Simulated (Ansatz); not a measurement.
# What Sc3BC (built on the sites of a database entry of Sc3InC) distorts into, part 2 of 2

Which phase does Sc3BC (built on the sites of a database entry of Sc3InC) fall into along its unstable mode, and how much energy does it gain?

Ansatz 0.2.0; DFT LDA, scalar-relativistic, plane waves, PAW.

So far, highest frequency on the path or at a solved wavevector (cm⁻¹): step 2 (phonons on a q mesh) 666. Also lowest frequency on the path (cm⁻¹): step 2 -131.

The structure was built from a prototype and need not be the compound's stable phase.

### 4. The mode frozen in, largest atomic shift 0.6 Å

The atoms are moved along the unstable eigenvector, the largest shift by 0.6 Å, with the cell fixed.

The input, input.yaml:

```yaml
crystal:
  lattice:
    - [4.2666960729, 4.2666960729, 0.0]
    - [4.2666960729, 0.0, 4.2666960729]
    - [4.2666960729, 0.0, -4.2666960729]
  atoms:
    - { symbol: Sc, position: [0.0, 0.4502818971, 0.0497181029] }
    - { symbol: Sc, position: [0.0, 0.0497181029, 0.4502818971] }
    - { symbol: Sc, position: [0.5, 0.0497181029, 0.4502818971] }
    - { symbol: Sc, position: [0.5, 0.4502818971, 0.0497181029] }
    - { symbol: Sc, position: [0.5994362058, -0.0994362058, 0.9005637942] }
    - { symbol: Sc, position: [0.4005637942, 0.5994362058, 0.5994362058] }
    - { symbol: B, position: [0.0, 0.0, 0.0] }
    - { symbol: B, position: [0.0, 0.5, 0.5] }
    - { symbol: C, position: [0.5, 0.25, 0.75] }
    - { symbol: C, position: [0.5, 0.75, 0.25] }
kpoints:
  mp_grid: { grid: [8, 8, 8] }
hamiltonian:
  xc: lda
scf:
  occupations: { method: methfessel_paxton, width: 0.2 }
output:
  forces: true
  stress: true
  eigenvalues: true
```

On the command line:

```bash
> ansatz run input.yaml --threads 8 --pin off --max-ram 14336MiB --backend cpu --events-out ev --progress --plain --runs-dir out
```

Numbers of over 12 decimals in the logs are rounded to 6 here.

The log of the run:

```text
[...]
Crystal: 10 atoms, lattice volume = 155.348 Å³
Basis set: ecut = 420 eV, 3071 PW (Γ)
Bands: 50, of which v1, the nominal top of the filled ones, is band 40 counted from 1 (39 counted from 0)
Symmetry: 8 space group operations
[...]
k-points: 95 of 512
[...]
k-point 0: bands = [... 36 lower, 9.1823, 9.8938, 10.0203, 10.2553, 10.3356, 10.5359, 10.6353, 10.8879, ... 6 higher]
  k-point 1: bands = [... 36 lower, 9.2635, 9.8217, 9.9200, 10.1683, 10.3170, 10.3975, 10.8437, 10.8754, ... 6 higher]
  k-point 2: bands = [... 36 lower, 9.1193, 9.6209, 9.6821, 9.8657, 10.3964, 10.4478, 10.9049, 11.0964, ... 6 higher]
  k-point 94: bands = [... 36 lower, 9.0852, 9.0852, 9.3364, 9.3364, 11.0401, 11.0401, 11.2651, 11.2651, ... 6 higher]
[key lines of the parts left out:]
SCF converged after 8 iterations
Free energy (F): -13322.455841 eV
Fermi energy:    10.222523 eV
P = ⅓ Tr σ = -2.9977 GPa (-29.977 kbar)
```

The job ended after 4.1 s (8 threads of Intel Xeon Platinum 8488C (Sapphire Rapids), shared host; peak memory 1.1 GiB).

This step gave:

- pressure: -2.998 GPa
- energy from the undistorted cell: -121.5 meV/atom

The energy, extrapolated to zero smearing, is -121.54 meV/atom against the undistorted cell.

The run ends at a pressure of -3.00 GPa, with forces up to 0.68 eV/Å.

### 5. Energy along the mode, all amplitudes (two of the runs are shown above)

An imaginary frequency means negative curvature, so the energy should fall and then rise again as anharmonic terms take over.

Numbers from this step:

| Property | Result |
| --- | --- |
| depth at the lowest point sampled | 121.5 meV/atom |
| largest atomic shift at that point | 0.6 Å |

Table of energy from the parent by largest atomic shift:

| largest atomic shift (Å) | energy from the parent (meV/atom) |
| --- | --- |
| 0.000 | 0 |
| 0.040 | -0.867 |
| 0.080 | -3.45 |
| 0.140 | -10.4 |
| 0.220 | -25.0 |
| 0.320 | -49.5 |
| 0.450 | -85.9 |
| 0.600 | -122 |

Displacement at unit largest shift by atom:

| atom | x (Å) | y (Å) | z (Å) | size |
| --- | --- | --- | --- | --- |
| Sc1 | 0.000 | 0.000 | -0.707 | 0.707 |
| Sc2 | 0.000 | 0.000 | 0.707 | 0.707 |
| Sc3 | 0.000 | 0.000 | 0.707 | 0.707 |
| Sc4 | 0.000 | 0.000 | -0.707 | 0.707 |
| Sc5 | -0.707 | 0.707 | 0.000 | 1.000 |
| Sc6 | 0.707 | -0.707 | 0.000 | 1.000 |
| B7 | 0.000 | 0.000 | 0.000 | 0.000 |
| B8 | 0.000 | 0.000 | 0.000 | 0.000 |
| C9 | 0.000 | 0.000 | 0.000 | 0.000 |
| C10 | 0.000 | 0.000 | 0.000 | 0.000 |

The lowest of the steps tried is the last one, at 0.6 Å, 122 meV/atom below the parent; the bottom of the well need not coincide with a step.

### 6. Relaxing from the distorted cell

Starting from the lowest point found, all atoms and the cell are let go, so that strain and other modes of the same symmetry can join in.

Changes to input.yaml since step 4:

```diff
@@ -26 +26,6 @@
   eigenvalues: true
+relax:
+  adjacent_minimum: "off"
+  f_tol: 0.002
+  max_steps: 120
+  cell: { stress_tol: 0.03 }
```

The log of the run:

```text
[...]
Crystal: 10 atoms, lattice volume = 155.348 Å³
Basis set: ecut = 420 eV, 3071 PW (Γ)
Bands: 50, of which v1, the nominal top of the filled ones, is band 40 counted from 1 (39 counted from 0)
Symmetry: 8 space group operations
[...]
k-points: 95 of 512
[...]
SCF iter   1: F=—  HF=-13322.471532 eV  |F-HF|=—  |Δ(HF+E_count)|=         —  Δρ=6.61e-3  dr2=7.18e-2  ethr=1.77e-3  ⟨swp⟩=4.5  Hψ=18176  notcnv=0
[...]
SCF iter   8: F=-13322.455841 eV  HF=-13322.455841 eV  |F-HF|=1.45e-8  |Δ(HF+E_count)|=   1.45e-8  S|Δr|=    0.00e0  Δρ=3.07e-6  dr2=1.94e-8  ethr=1.25e-10  ⟨swp⟩=8.9  Hψ=15907  notcnv=0
SCF 1 converged in 8 iterations: F = -13322.455841 eV  dr2 = 1.94e-8
[...]
relax step   1: F+E_penalty+E_count = -13322.45584055 eV  Δ(F+E_penalty+E_count) = +0.000e0 eV  max|allowed force component| = 4.987e-1 eV/Å  Δτ_max = 0.0000 Å  P = -2.998 GPa  Ω = 155.348 Å³  (8 SCF iters, dr2 threshold 1.00e-7 eV, accepted)
Crystal: 10 atoms, lattice volume = 147.928 Å³
Basis set: ecut = 420 eV, 2843 PW (Γ)
[...]
SCF iter   8: F=-13322.851645 eV  HF=-13322.851645 eV  |F-HF|=2.86e-7  |Δ(HF+E_count)|=   9.05e-7  S|Δr|=    0.00e0  Δρ=1.46e-5  dr2=4.67e-7  ethr=1.25e-9  ⟨swp⟩=9.3  Hψ=19279  notcnv=0
SCF 2 converged in 8 iterations: F = -13322.851645 eV  dr2 = 4.67e-7
[...]
relax step   2: F+E_penalty+E_count = -13322.85164468 eV  Δ(F+E_penalty+E_count) = -3.958e-1 eV  max|allowed force component| = 2.631e-1 eV/Å  Δτ_max = 0.1961 Å  P = +2.614 GPa  Ω = 147.928 Å³  energy of the carried Pulay correction = +5.173e-3 eV  (8 SCF iters, dr2 threshold 1.00e-6 eV, accepted)
Crystal: 10 atoms, lattice volume = 149.210 Å³
Basis set: ecut = 420 eV, 2893 PW (Γ)
[...]
SCF iter   7: F=-13322.915121 eV  HF=-13322.915121 eV  |F-HF|=2.40e-7  |Δ(HF+E_count)|=   2.91e-7  S|Δr|=    0.00e0  Δρ=1.20e-5  dr2=3.34e-7  ethr=1.25e-9  ⟨swp⟩=6.2  Hψ=17619  notcnv=0
SCF 3 converged in 7 iterations: F = -13322.915121 eV  dr2 = 3.34e-7
relax step   3: F+E_penalty+E_count = -13322.91512118 eV  Δ(F+E_penalty+E_count) = -6.348e-2 eV  max|allowed force component| = 3.824e-1 eV/Å  Δτ_max = 0.0486 Å  P = +1.655 GPa  Ω = 149.210 Å³  energy of the carried Pulay correction = +4.261e-3 eV  (7 SCF iters, dr2 threshold 1.00e-6 eV, accepted)
[... from here on, the SCF cycles and remarks between the steps are left out ...]
relax step   4: F+E_penalty+E_count = -13322.96323803 eV  Δ(F+E_penalty+E_count) = -4.812e-2 eV  max|allowed force component| = 1.363e-1 eV/Å  Δτ_max = 0.0525 Å  P = +0.016 GPa  Ω = 151.149 Å³  energy of the carried Pulay correction = +2.897e-3 eV  (6 SCF iters, dr2 threshold 1.00e-6 eV, accepted)
relax step   5: F+E_penalty+E_count = -13322.96992708 eV  Δ(F+E_penalty+E_count) = -6.689e-3 eV  max|allowed force component| = 3.821e-2 eV/Å  Δτ_max = 0.0217 Å  P = +0.220 GPa  Ω = 150.821 Å³  energy of the carried Pulay correction = +3.126e-3 eV  (5 SCF iters, dr2 threshold 1.00e-6 eV, accepted)
relax step   6: F+E_penalty+E_count = -13322.96949841 eV  Δ(F+E_penalty+E_count) = +4.287e-4 eV  max|allowed force component| = 3.382e-2 eV/Å  Δτ_max = 0.0065 Å  P = -0.284 GPa  Ω = 151.421 Å³  energy of the carried Pulay correction = +2.707e-3 eV  (5 SCF iters, dr2 threshold 4.10e-7 eV, rejected (line search))
relax step   7: F+E_penalty+E_count = -13322.97034208 eV  Δ(F+E_penalty+E_count) = -4.150e-4 eV  max|allowed force component| = 2.516e-3 eV/Å  Δτ_max = 0.0032 Å  P = -0.000 GPa  Ω = 151.084 Å³  energy of the carried Pulay correction = +2.942e-3 eV  (8 SCF iters, accepted)
relax step   8: F+E_penalty+E_count = -13322.97034614 eV  Δ(F+E_penalty+E_count) = -4.056e-6 eV  max|allowed force component| = 3.361e-4 eV/Å  Δτ_max = 0.0003 Å  P = +0.002 GPa  Ω = 151.081 Å³  energy of the carried Pulay correction = +2.944e-3 eV  (6 SCF iters, dr2 threshold 3.96e-10 eV, accepted)
relax step   9: F+E_penalty+E_count = -13322.96849248 eV  Δ(F+E_penalty+E_count) = +1.854e-3 eV  max|allowed force component| = 3.883e-4 eV/Å  Δτ_max = 0.0000 Å  P = -0.014 GPa  Ω = 151.081 Å³  stress off target by 4.76e-2 GPa  SCF on the basis re-selected at this cell (its energy is not comparable with the rows above)  (5 SCF iters)
relax step  10: F+E_penalty+E_count = -13322.96850888 eV  Δ(F+E_penalty+E_count) = -1.640e-5 eV  max|allowed force component| = 2.860e-4 eV/Å  Δτ_max = 0.0004 Å  P = +0.001 GPa  Ω = 151.067 Å³  energy of the carried Pulay correction = +9.904e-6 eV  (5 SCF iters, dr2 threshold 5.67e-9 eV, accepted)
[...]
SCF iter   7: F=-13322.968501 eV  HF=-13322.968501 eV  |F-HF|=5.46e-12  |Δ(HF+E_count)|=  7.28e-12  S|Δr|=    0.00e0  Δρ=5.76e-8  dr2=6.98e-12  ethr=1.00e-12  ⟨swp⟩=3.8  Hψ=10685  notcnv=0
SCF 11 converged in 7 iterations: F = -13322.968501 eV  dr2 = 6.98e-12
relax step  11: F+E_penalty+E_count = -13322.96850065 eV  Δ(F+E_penalty+E_count) = +8.239e-6 eV  max|allowed force component| = 2.767e-4 eV/Å  Δτ_max = 0.0000 Å  P = +0.001 GPa  Ω = 151.067 Å³  stress off target by 4.25e-3 GPa  SCF on the basis re-selected at this cell (its energy is not comparable with the rows above)  (7 SCF iters)
[...]
SCF converged after 7 iterations
[...]
Free energy (F): -13322.968501 eV
[...]
Internal energy: -13322.977739 eV  (E = F + TS)
E sigma→0 (E₀):  -13322.970810 eV
Entropy (-TS):   0.009238 eV (0.924 meV/atom)
Fermi energy:    10.543535 eV
[...]
--- Forces (eV/Å), atoms counted from 1 ---
  atom   1  Sc    -0.00000000     0.00000000    -0.00027670
  atom   2  Sc     0.00000000    -0.00000000     0.00027670
  atom   3  Sc    -0.00000000     0.00000000     0.00027670
  atom   4  Sc     0.00000000    -0.00000000    -0.00027670
  atom   5  Sc     0.00003078    -0.00003078     0.00000000
  atom   6  Sc    -0.00003078     0.00003078    -0.00000000
  atom   7  B      0.00002563    -0.00002563     0.00000000
  atom   8  B     -0.00002563     0.00002563    -0.00000000
  atom   9  C     -0.00000000     0.00000000     0.00000000
  atom  10  C      0.00000000     0.00000000     0.00000000
  max |Σ_I F_I| component: 8.27e-25 eV/Å
--- Stress (GPa, compression-positive) ---
       -0.000900       0.003350      -0.000000
        0.003350      -0.000900       0.000000
       -0.000000       0.000000       0.003637
  P = ⅓ Tr σ = 0.0006 GPa (0.006 kbar)
--- Band table (eV; the first three rows and the last of 95) ---
  k-point 0: bands = [... 36 lower, 9.5036, 9.8716, 10.0477, 10.3228, 10.5334, 10.7488, 11.5588, 11.6822, ... 6 higher]
  k-point 1: bands = [... 36 lower, 9.5026, 9.7822, 10.0041, 10.3865, 10.6962, 10.7132, 11.4802, 11.5332, ... 6 higher]
  k-point 2: bands = [... 36 lower, 9.3744, 9.6521, 9.9785, 10.2257, 10.7331, 10.8662, 11.4931, 11.5040, ... 6 higher]
  k-point 94: bands = [... 36 lower, 9.4352, 9.4352, 9.7245, 9.7245, 11.3779, 11.3779, 11.7961, 11.7961, ... 6 higher]
--- Relaxed structure (9 steps of the walk, 8 accepted, 2 SCFs on fresh bases) ---
  F+E_penalty+E_count = -13322.96850065 eV   max|allowed force component| = 2.767e-4 eV/Å   (the final SCF, on the basis selected at the relaxed cell)
  cell:  # Å, volume = 151.0668 Å³
    - [4.283209, 4.283209, 0.0]
    - [4.185160, 0.098049, 4.314727]
    - [4.185160, 0.098049, -4.314727]
  atoms:
    - { symbol: Sc, position: [0.0, 0.430884, 0.069116] }
    - { symbol: Sc, position: [0.0, 0.069116, 0.430884] }
    - { symbol: Sc, position: [0.500000, 0.069116, 0.430884] }
    - { symbol: Sc, position: [0.500000, 0.430884, 0.069116] }
    - { symbol: Sc, position: [0.629583, -0.129583, 0.870417] }
    - { symbol: Sc, position: [0.370417, 0.629583, 0.629583] }
    - { symbol: B, position: [-0.039722, 0.039722, 0.039722] }
    - { symbol: B, position: [0.039722, 0.460278, 0.460278] }
    - { symbol: C, position: [0.500000, 0.250000, 0.750000] }
    - { symbol: C, position: [0.500000, 0.750000, 0.250000] }
```

The job ended after 46 s (8 threads; peak memory 1.1 GiB).

Relaxation path:

| step | energy less that of the first step (eV) | largest force component (eV/Å) | pressure (GPa) | volume (Å³) |
| --- | --- | --- | --- | --- |
| 1 | 0.0000 | 0.4987 | -3.00 | 155.35 |
| 2 | -0.3958 | 0.2631 | 2.61 | 147.93 |
| 3 | -0.4593 | 0.3824 | 1.66 | 149.21 |
| 4 | -0.5074 | 0.1363 | 0.02 | 151.15 |
| 5 | -0.5141 | 0.0382 | 0.22 | 150.82 |
| 6 | -0.5137 | 0.0338 | -0.28 | 151.42 |
| 7 | -0.5145 | 0.0025 | 0.00 | 151.08 |
| 8 | -0.5145 | 0.0003 | 0.00 | 151.08 |
| 9* | -0.5127 | 0.0004 | -0.01 | 151.08 |
| 10 | -0.5127 | 0.0003 | 0.00 | 151.07 |
| 11* | -0.5127 | 0.0003 | 0.00 | 151.07 |

Relaxation steps marked * repeat the geometry before them on a plane-wave basis chosen anew for their cell, so energy and pressure can jump there. Relaxation step 6 was tried and not accepted.

The run keeps the 8 symmetry operations that it works with, so distortions that break them were not tested.

| conventional cell, symmetrised | before | after | change |
| --- | --- | --- | --- |
| a (Å) | 6.034 | 6.057 | +0.4 % |
| b (Å) | 8.533 | 8.629 | +1.1 % |
| c (Å) | 6.034 | 5.780 | -4.2 % |
| volume (Å³/atom) | 15.53 | 15.11 | -2.8 % |

The atoms that moved most (Å, as changes of fractional coordinates times the final cell):

| atom | dx | dy | dz | length |
| --- | --- | --- | --- | --- |
| B7 | 0.162 | -0.162 | 0.000 | 0.230 |
| B8 | -0.162 | 0.162 | 0.000 | 0.230 |
| Sc6 | 0.123 | -0.123 | 0.000 | 0.174 |
| Sc5 | -0.123 | 0.123 | 0.000 | 0.174 |
| Sc2 | 0.000 | 0.000 | 0.167 | 0.167 |
| Sc1 | 0.000 | 0.000 | -0.167 | 0.167 |
| Sc4 | 0.000 | 0.000 | -0.167 | 0.167 |
| Sc3 | 0.000 | 0.000 | 0.167 | 0.167 |

The relaxed structure:

```xyz
10
Lattice="4.2832 4.2832 0.0000 4.1852 0.0980 4.3147 4.1852 0.0980 -4.3147" Properties=species:S:1:pos:R:3 pbc="T T T"
Sc    2.0926    0.0490    1.5609
Sc    2.0926    0.0490   -1.5609
Sc    4.2342    2.1906   -1.5609
Sc    4.2342    2.1906    1.5609
Sc    5.7971    2.7693   -4.3147
Sc    6.8564    1.7100    0.0000
B     0.1623   -0.1623    0.0000
B     4.0228    0.2604    0.0000
C     6.3268    2.2397   -2.1574
C     6.3268    2.2397    2.1574
```

This step gave:

```yaml
pressure: 6.12e-4 GPa
volume_per_atom: 15.11 Å³
```

The distorted start has space group Imma; the relaxation ends in Imma.

### 7. The phases reached

The phases reached along the modes that were followed are set side by side.

Energies are those of the first relaxation, on the mesh of the frozen mode; space group, volume and gap are those of the last relaxation. Phases, by row:

| mode frozen in | space group | energy from parent (meV/atom) | volume (Å³/atom) | gap on mesh (eV) | lowest zone-centre optical mode (cm⁻¹) | largest shift (Å) |
| --- | --- | --- | --- | --- | --- | --- |
| parent | Pm-3m | 0 | 15.54 | 0 | – | – |
| q = (0, -0.5, -0.5), 131i cm⁻¹ | P4/mbm | -105.5 | 15.24 | 0 | – | 0.603 |
| q = (-0.5, -0.5, -0.5), 129i cm⁻¹ | I4/mcm | -97.1 | 15.2 | 0 | – | 0.599 |
| q = (-0.5, -0.5, -0.5), 129i cm⁻¹ | R-3c | -162.8 | 15.04 | 0 | – | 0.626 |
| q = (-0.5, -0.5, -0.5), 129i cm⁻¹ | Imma | -172.8 | 15.11 | 0 | – | 0.749 |

### 8. Summary of results

| Property | Result |
| --- | --- |
| unstable mode of the parent | q = (-0.5, -0.5, -0.5), 129i cm⁻¹ |
| depth at the lowest point sampled | 122 meV/atom |
| largest atomic shift at that point | 0.6 Å |
| space group reached (within 0.01 Å) | Imma |
| energy gained over the parent (first relaxation, on the mesh of the frozen mode) | 173 meV/atom |
| volume per atom, phase reached | 15.1 Å³ |

Along this mode the structure falls into Imma, 173 meV/atom below the parent. At the parent's cell the well is 121.5 meV/atom deep on the steps tried, with its lowest point at a shift of 0.6 Å. That is the last step tried, so the steps alone don't bracket the bottom of the well. Relaxing atoms and cell changes the gain by +51.25 meV/atom against the lowest step (energies at zero smearing). The modes of the phase reached were not computed on this path. Of the 4 patterns followed to their end from this parent, this one reaches the lowest energy. Each path keeps the symmetry of its pattern, so a lower phase may lie along a pattern not tried. With no gap, or one that is small against the smearing, the frequencies hang on the k mesh and the smearing, most of all near Kohn anomalies. The starting cell was built on a prototype and not taken from a measurement, so the phase need not exist.

[Logs are printed without paths, hosts, clocks, repeated set-up lines and the standing remarks that a program may print on its own settings, such as how far it seeks lower states.]

[Hosts, paths, dates, database ids (printed as entryN), source tags and the programs' standing remarks are cut or masked in the printed files.]
